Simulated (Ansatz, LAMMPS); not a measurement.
## Structural relaxation of amorphous 61SiO2-39Al2O3 (mol %) (106 atoms)

Wanted: the relaxed structure of amorphous 61SiO2-39Al2O3 (mol %) (106 atoms) and its electronic structure.

Main program and level: Ansatz 0.2.0; Kohn-Sham DFT, PBE, PAW (set soft_2), plane waves.

**1. Set-up**

The cell holds 106 atoms: 17 Si, 22 Al and 67 O. Its edges and angles: a = 11.138 Å, b = 11.138 Å, c = 11.138 Å, α = 90.0°, β = 90.0°, γ = 90.0°. 106 atoms (17 Si, 22 Al, 67 O) placed at random at 2.58 g/cm³, melted at 5000 K for 10 ps at fixed volume with the Morse and Coulomb pair potential with partial charges (Pedone, Malavasi, Menziani, Cormack and Segre, J. Phys. Chem. B 110, 11780 (2006)). Quenched from 5000 K to 300 K at 50 K/ps and fixed volume, held 5 ps, then minimised at fixed cell.

What the set-up can't give: The quench rate of 50 K/ps is orders of magnitude faster than experiment, which tends to freeze in extra defects. The network of bonds at the start is that of the classical potential that made the cell. Only the Γ point is sampled in the main run, in a cell whose shortest periodic width is 11 Å.

**2. Making the structure**

A classical potential makes the cell, at a small fraction of what the same run would cost in DFT.

This step: classical MD, Morse and Coulomb pair potential with partial charges (Pedone, Malavasi, Menziani, Cormack and Segre, J. Phys. Chem. B 110, 11780 (2006)) (LAMMPS 22 Jul 2025 - Update 4).

Contents of in.lmp:

```
# melt-quench of Si17Al22O67
units metal
atom_style charge
boundary p p p
region box block 0 11.1376 0 11.1376 0 11.1376
create_box 3 box
mass 1 28.0850   # Si
mass 2 26.9815   # Al
mass 3 15.9990   # O
create_atoms 1 random 17 41489 NULL overlap 1.5 maxtry 2000
create_atoms 2 random 22 41496 NULL overlap 1.5 maxtry 2000
create_atoms 3 random 67 41503 NULL overlap 1.5 maxtry 2000
pair_style hybrid/overlay pedone 5.5 coul/long 8.0
pair_coeff * * coul/long
pair_coeff 1 3 pedone 0.340554 2.006700 2.100000 1   # Si-O
pair_coeff 2 3 pedone 0.361581 1.900442 2.164818 0.9   # Al-O
pair_coeff 3 3 pedone 0.042395 1.379316 3.618701 22   # O-O
set type 1 charge 2.4
set type 2 charge 1.8
set type 3 charge -1.2
kspace_style pppm 1.0e-4
neigh_modify delay 0 every 1 check yes
thermo_style custom step time temp pe press density
thermo_modify norm yes
timestep 0.002
thermo 100
min_style cg
minimize 1e-4 1e-4 200 2000
reset_timestep 0
velocity all create 5000 41490 mom yes dist gaussian
fix lim all nve/limit 0.05
fix lan all langevin 5000 5000 0.2 41491 zero yes
thermo 500
run 1000 post no
# [... 10 lines left out ...]
thermo 1250
fix md all nvt temp 300 300 0.2
run 2500 post no
unfix md
thermo 100
min_style cg
minimize 0 1e-3 2000 20000
write_dump all custom glass.dump id type xs ys zs modify sort id
```

The run is started by

```bash
lmp -in in.lmp -log none -nocite
```

Numbers of over 12 decimals in the logs are rounded to 6 here.

Output:

```text
LAMMPS (22 Jul 2025 - Update 4)
Created orthogonal box = (0 0 0) to (11.1376 11.1376 11.1376)
Created 17 atoms
Created 22 atoms
Created 67 atoms
PPPM initialization ...
  G vector (1/distance) = 0.38023801
  grid = 12 12 12
  estimated relative force accuracy = 6.6046958e-05
   Step          Time           Temp          PotEng         Press         Density
         0   0              0             -3.1266146      574807.3       2.5756717
        87   0.174          0             -15.402673     -15767.722      2.5756717
Loop time of 0.0597361 s on 1 MPI rank(s) for 87 steps with 106 atoms
Minimization stats:
  Stopping criterion = energy tolerance
  Energy initial, next-to-last, final =
     -3.12661460119246  -15.4014837848004  -15.4026730464256
  Force two-norm initial, final = 335.01253 2.4268131
  Iterations, force evaluations = 87 113
   Step          Time           Temp          PotEng         Press         Density
[... 12 lines left out ...]
[... 1 line left out ...]
Loop time of 2.2282 s on 1 MPI rank(s) for 5000 steps with 106 atoms
   Step          Time           Temp          PotEng         Press         Density
[... 12 lines left out ...]
Loop time of 19.8074 s on 1 MPI rank(s) for 47000 steps with 106 atoms
   Step          Time           Temp          PotEng         Press         Density
[... 2 lines left out ...]
     55000   110            290.92644     -15.488149     -55614.793      2.5756717
     55500   111            295.55864     -15.49334      -62665.255      2.5756717
Loop time of 0.949552 s on 1 MPI rank(s) for 2500 steps with 106 atoms
   Step          Time           Temp          PotEng         Press         Density
     55500   111            295.55864     -15.49334      -62665.255      2.5756717
     55510   111.02         295.55864     -15.529473     -59724.298      2.5756717
Loop time of 0.0265475 s on 1 MPI rank(s) for 10 steps with 106 atoms
Minimization stats:
  Stopping criterion = linesearch alpha is zero
  Energy initial, next-to-last, final =
     -15.4933396061161  -15.5294734113676  -15.5294734113676
  Force two-norm initial, final = 12.47258 0.90803959
  Iterations, force evaluations = 10 55
```

The job ended after 24 s (1 thread of Arm Neoverse V2, shared host; peak memory 0.071 GiB).

**3. Single point at the start**

The forces at the start show how far the geometry lies from a minimum of this functional.

Contents of input.yaml:

```yaml
crystal:
  lattice:
    - [11.1376, 0.0, 0.0]
    - [0.0, 11.1376, 0.0]
    - [0.0, 0.0, 11.1376]
  atoms:
    - { symbol: Si, position: [0.27435, 0.44779, 0.5089] }
    - { symbol: Si, position: [0.93781, 0.67596, 0.20239] }
    - { symbol: Si, position: [0.41121, 0.73855, 0.38598] }
    - { symbol: Si, position: [0.57388, 0.18825, 0.58054] }
    - { symbol: Si, position: [0.57746, 0.58142, 0.98452] }
    - { symbol: Si, position: [0.29261, 0.58481, 0.04434] }
    - { symbol: Si, position: [0.97207, 0.02002, 0.27892] }
    - { symbol: Si, position: [0.72933, 0.31814, 0.23052] }
    - { symbol: Si, position: [0.8929, 0.46763, 0.77521] }
    - { symbol: Si, position: [0.50627, 0.70424, 0.65927] }
    - { symbol: Si, position: [0.25858, 0.70582, 0.81096] }
    - { symbol: Si, position: [0.29977, 0.17467, 0.46949] }
    - { symbol: Si, position: [0.12691, 0.6698, 0.4227] }
    - { symbol: Si, position: [0.52979, 0.93373, 0.22429] }
    - { symbol: Si, position: [0.66541, 0.46833, 0.60533] }
    - { symbol: Si, position: [0.28616, 0.19185, 0.92926] }
    - { symbol: Si, position: [0.72749, 0.01415, 0.41802] }
    - { symbol: Al, position: [0.21611, 0.00902, 0.70478] }
    - { symbol: Al, position: [0.65041, 0.69356, 0.22] }
    - { symbol: Al, position: [0.9966, 0.28995, 0.3523] }
    - { symbol: Al, position: [0.16537, 0.33558, 0.11817] }
    - { symbol: Al, position: [0.02242, 0.78968, 0.66417] }
    - { symbol: Al, position: [0.06783, 0.20398, 0.62] }
    - { symbol: Al, position: [0.96283, 0.25505, 0.8984] }
    - { symbol: Al, position: [0.54162, 0.48984, 0.36565] }
    - { symbol: Al, position: [0.71406, 0.34583, 0.94764] }
    - { symbol: Al, position: [0.75107, 0.88624, 0.66697] }
    - { symbol: Al, position: [0.55554, 0.09185, 0.96532] }
    - { symbol: Al, position: [0.18405, 0.93834, 0.95719] }
    - { symbol: Al, position: [0.93968, 0.40543, 0.13782] }
    - { symbol: Al, position: [0.19336, 0.4441, 0.7935] }
    - { symbol: Al, position: [0.63956, 0.85768, 0.98585] }
    - { symbol: Al, position: [0.15223, 0.81532, 0.19004] }
    - { symbol: Al, position: [0.79486, 0.71216, 0.85365] }
    - { symbol: Al, position: [0.95491, 0.02776, 0.81219] }
    - { symbol: Al, position: [0.92489, 0.89064, 0.03494] }
    - { symbol: Al, position: [0.78598, 0.10383, 0.0753] }
    - { symbol: Al, position: [0.50033, 0.95845, 0.74075] }
    - { symbol: Al, position: [0.2943, 0.0729, 0.18735] }
    - { symbol: O, position: [0.00326, 0.26214, 0.50278] }
    - { symbol: O, position: [0.73465, 0.1801, 0.20264] }
    - { symbol: O, position: [0.58558, 0.58248, 0.66489] }
    - { symbol: O, position: [0.63541, 0.9698, 0.3137] }
    - { symbol: O, position: [0.59251, 0.82385, 0.69417] }
    - { symbol: O, position: [0.24363, 0.19711, 0.07756] }
    - { symbol: O, position: [0.66824, 0.13451, 0.4813] }
    - { symbol: O, position: [0.03003, 0.3277, 0.02121] }
    - { symbol: O, position: [0.79931, 0.47198, 0.66424] }
    - { symbol: O, position: [0.40242, 0.47857, 0.4453] }
    - { symbol: O, position: [0.26458, 0.72383, 0.3813] }
    - { symbol: O, position: [0.73249, 0.9151, 0.52202] }
    - { symbol: O, position: [0.80516, 0.71833, 0.24125] }
    - { symbol: O, position: [0.80669, 0.82594, 0.96103] }
    - { symbol: O, position: [0.02475, 0.1514, 0.27672] }
    - { symbol: O, position: [0.22092, 0.07026, 0.86831] }
    - { symbol: O, position: [0.23922, 0.57865, 0.89469] }
    - { symbol: O, position: [0.21484, 0.95131, 0.1102] }
    - { symbol: O, position: [0.20564, 0.12507, 0.58874] }
    - { symbol: O, position: [0.78867, 0.36112, 0.09177] }
    - { symbol: O, position: [0.86406, 0.02256, 0.37325] }
    - { symbol: O, position: [0.45597, 0.73128, 0.52375] }
    - { symbol: O, position: [0.5836, 0.82106, 0.13931] }
    - { symbol: O, position: [0.42043, 0.15938, 0.92995] }
    - { symbol: O, position: [0.9354, 0.55452, 0.13472] }
    - { symbol: O, position: [0.3867, 0.69559, 0.74371] }
    - { symbol: O, position: [0.64346, 0.58922, 0.11087] }
    - { symbol: O, position: [0.67651, 0.00237, 0.04335] }
    - { symbol: O, position: [0.6553, 0.20868, 0.96332] }
    - { symbol: O, position: [0.43652, 0.86057, 0.31367] }
    - { symbol: O, position: [0.44937, 0.03093, 0.15667] }
    - { symbol: O, position: [0.07261, 0.9181, 0.28997] }
    - { symbol: O, position: [0.00164, 0.7794, 0.11411] }
    - { symbol: O, position: [0.89315, 0.13058, 0.9577] }
    - { symbol: O, position: [0.04364, 0.66941, 0.30412] }
    - { symbol: O, position: [0.25688, 0.4571, 0.09432] }
    - { symbol: O, position: [0.23774, 0.69423, 0.12128] }
    - { symbol: O, position: [0.61675, 0.46115, 0.92182] }
    - { symbol: O, position: [0.56581, 0.08963, 0.68632] }
    [... 22 atom lines left out ...]
    - { symbol: O, position: [0.51856, 0.64848, 0.31572] }
    - { symbol: O, position: [0.86453, 0.58051, 0.85599] }
    - { symbol: O, position: [0.02835, 0.9382, 0.9292] }
    - { symbol: O, position: [0.53495, 0.94371, 0.89195] }
    - { symbol: O, position: [0.26693, 0.45052, 0.65506] }
    - { symbol: O, position: [0.65649, 0.50213, 0.46808] }
kpoints:
  mp_grid: { grid: [1, 1, 1] }
hamiltonian:
  xc: pbe
scf:
  occupations: { method: fermi_dirac, width: 0.025 }
output:
  forces: true
```

The run is started by

```bash
ansatz run input.yaml --threads 4 --pin off --max-ram 8192MiB --backend cpu --events-out ev --progress --plain --runs-dir out
```

Output:

```text
Engine: ansatz 0.2.0, aarch64-unknown-linux-gnu
Pseudopotentials: kind: paw
Pseudopotential: Si, paw, valence charge 4, recommended cutoff 420 eV (normal), Si.paw.azcp
Pseudopotential: Al, paw, valence charge 3, recommended cutoff 420 eV (normal), Al.paw.azcp
Pseudopotential: O, paw, valence charge 6, recommended cutoff 420 eV (normal), O.paw.azcp
[... 5 lines on functional and potentials left out ...]
Crystal: 106 atoms, lattice volume = 1381.576 Å³
Basis set: ecut = 420 eV, 27081 PW (Γ), exchange–correlation on 150×150×150 points (8 copies of the dense FFT grid, shifted against one another)
Bands: 374, of which v1, the nominal top of the filled ones, is band 268 counted from 1 (267 counted from 0)
Symmetry: 1 space group operations
Space group: P1 (ITA 1), of the structure as read, at distance tolerance 1.1e-4 Å
k-points: 1
[... 7 lines on functional and potentials left out ...]
Initial density: superposition of atomic densities (neutral atoms: chi_scale 0, normalization atom), corrected by the library's trained network
Initial wavefunctions: pseudopotential atomic-orbital guess
Functional: x = pbe(κ = 0.804, μ = 0.219515), c = pbe(β = 0.066725)
SCF iter   1: F=—  HF=-60773.018355 eV  |F-HF|=—  |Δ(HF+E_count)|=         —  Δρ=2.34e-3  dr2=1.29e-1  ethr=1.77e-3  ⟨swp⟩=6.0  Hψ=1527  notcnv=0  defer=99
preconditioner: auto → Resta (q_TF=auto, 2.330 Å⁻¹)  ε∞=3.2  [insulator: Δε(μ)=3.499 eV  Ē_g=15.723 eV  σ=0.025 eV  W_gap=1.00  n_scr=304 (ndim 8)  ℏωp=23.1 eV  f_vac=0.137  D(μ)=0.00/eV (n_scr^D=0)  ε∞_Penn≈3.2]
SCF iter   2: F=—  HF=-60773.006342 eV  |F-HF|=—  |Δ(HF+E_count)|=   1.20e-2  Δρ=1.33e-3  dr2=3.29e-2  ethr=2.41e-5  ⟨swp⟩=2.0  Hψ=619  notcnv=0  defer=99
SCF iter   3: F=—  HF=-60773.005911 eV  |F-HF|=—  |Δ(HF+E_count)|=   4.31e-4  Δρ=6.47e-4  dr2=8.42e-3  ethr=6.13e-6  ⟨swp⟩=2.0  Hψ=492  notcnv=0  defer=36
automatic band count: iteration 3 solves 311 bands in place of 374: the levels show a gap, and the empty bands left out lie too high to hold charge; the band table lists the bands solved (type scf.n_extra_bands for more)
SCF iter   4: F=—  HF=-60773.004888 eV  |F-HF|=—  |Δ(HF+E_count)|=   1.02e-3  Δρ=1.89e-4  dr2=6.64e-4  ethr=1.57e-6  ⟨swp⟩=2.0  Hψ=489  notcnv=0  defer=36
SCF iter   5: F=—  HF=-60773.004934 eV  |F-HF|=—  |Δ(HF+E_count)|=   4.64e-5  Δρ=9.28e-5  dr2=1.11e-4  ethr=1.24e-7  ⟨swp⟩=2.0  Hψ=484  notcnv=0  defer=36
SCF iter   6: F=—  HF=-60773.004959 eV  |F-HF|=—  |Δ(HF+E_count)|=   2.48e-5  Δρ=5.41e-5  dr2=3.40e-5  ethr=2.08e-8  ⟨swp⟩=2.0  Hψ=538  notcnv=0  defer=36
SCF iter   7: F=—  HF=-60773.002737 eV  |F-HF|=—  |Δ(HF+E_count)|=   2.22e-3  Δρ=1.44e-5  dr2=2.69e-6  ethr=6.35e-9  ⟨swp⟩=2.0  Hψ=579  notcnv=0  defer=36
SCF iter   8: F=—  HF=-60773.002739 eV  |F-HF|=—  |Δ(HF+E_count)|=   1.80e-6  Δρ=8.18e-6  dr2=7.18e-7  ethr=5.02e-10  ⟨swp⟩=2.0  Hψ=540  notcnv=0  defer=36
SCF iter   9: F=-60773.002739 eV  HF=-60773.002739 eV  |F-HF|=9.40e-9  |Δ(HF+E_count)|=   6.36e-8  Δρ=2.55e-6  dr2=7.17e-8  ethr=1.87e-11  ⟨swp⟩=3.0  Hψ=1138  notcnv=0
SCF 1 converged in 9 iterations: F = -60773.002739 eV  dr2 = 7.17e-8
  greatest PAW one-centre occupation: 0.867 electrons in one spin orbital (limit 2), on the O atom at site 63 (counted from 0), in its partial waves of l = 0
SCF converged after 9 iterations
Free energy (F): -60773.002739 eV
Harris-Foulkes:  -60773.002739 eV  (|F-HF|=9.40e-9)
Internal energy: -60773.002739 eV  (E = F + TS)
E sigma→0 (E₀):  -60773.002739 eV
Fermi energy:    5.064040 eV
--- Per-component energies (eV) ---
  E_band       = -2087.477062
  E_kinetic    = 13264.813748
  E_local      = -35599.123274  (includes V_loc(G=0)·N_el)
  E_nonlocal   = 3840.262339
  E_hartree    = 13403.079010
  E_xc         = -6810.424648
  E_vxc        = -7811.874681  (∫ρ·V_xc dr)
  E_paw        = -29653.813919  (= ΣΔE_a)
  E_vpaw       = -2587.875466  (= ΣTr[D̂ρ^β])
  E_aug_tail   = 0.170925  (compensation charges beyond the density's cutoff)
  E_ewald      = -19217.966920
  E_smearing   = -0.000000  (= −TS)
  E_closure    = 0.000000  (closes the sum)
  Σ components = -60773.002739   (vs F -60773.002739, Δ=0.00e0)
--- Forces (eV/Å), atoms counted from 1 ---
  atom   1  Si     1.41100947     0.21648601     0.51967963
  atom   2  Si    -0.72497043     0.62260593     0.28114144
  atom   3  Si     0.82726174    -0.73231102     0.29347738
  atom   4  Si    -0.53333944    -0.62538830    -0.55394092
  atom   5  Si    -0.09888161     0.15202672     0.98157774
  atom   6  Si    -0.00657841     0.53491184    -0.30341888
  atom   7  Si    -0.02646070    -0.38706242    -0.67062777
  atom   8  Si     1.08359799     0.09432750    -1.12483434
  atom   9  Si    -0.34654746     0.13273010     0.15055334
  atom  10  Si    -0.19863250    -0.34467229    -0.82515060
  atom  11  Si    -0.36365145     0.53244297    -0.04412054
  atom  12  Si     0.99158602     0.56076380     1.06479391
  atom  13  Si     1.39038519    -0.20508308     0.67524845
  atom  14  Si     0.21977958    -1.01809663     0.96394173
[...]
atom 105  O      0.00908871    -0.05814182     0.57950566
  atom 106  O      0.92513101     0.34394040    -0.64117460
  max |Σ_I F_I| component: 1.24e-4 eV/Å
```

It took 13 s on 4 threads of Arm Neoverse V2, shared host; peak memory 1.7 GiB.

The run gave:

* free energy: -60773.0027 eV
* free energy per atom: -573.3302 eV/atom
* SCF cycles: 9
* r.m.s. force component: 0.5688 eV/Å
* longest force: 2.044 eV/Å
* Fermi energy: 5.064 eV

The r.m.s. force component of 0.57 eV/Å sets the starting point.

Neighbours are counted within 2.43 Å (O-Al), 2.12 Å (O-Si).

Length of the force by element and coordination:

```
element  coordination  atoms  mean length of the force (eV/Å)  spread  least   most
     Al           all     22                            0.731   0.385  0.131   1.57
     Al             3      1                            0.640       0  0.640  0.640
     Al             4     16                            0.716   0.305  0.194   1.40
     Al             5      5                            0.797   0.590  0.131   1.57
      O           all     67                            0.914   0.387  0.184   2.04
      O             2     41                            0.987   0.387  0.220   2.04
      O             3     26                            0.798   0.359  0.184   1.73
     Si           all     17                             1.08   0.355  0.401   1.56
```

[end of part 1 of 4]

[Logs are printed without paths, hosts, clocks, repeated set-up lines and the standing remarks that a program may print on its own settings, such as how far it seeks lower states.]

[Hosts, paths, dates, database ids (printed as entryN), source tags and the programs' standing remarks are cut or masked in the printed files.]
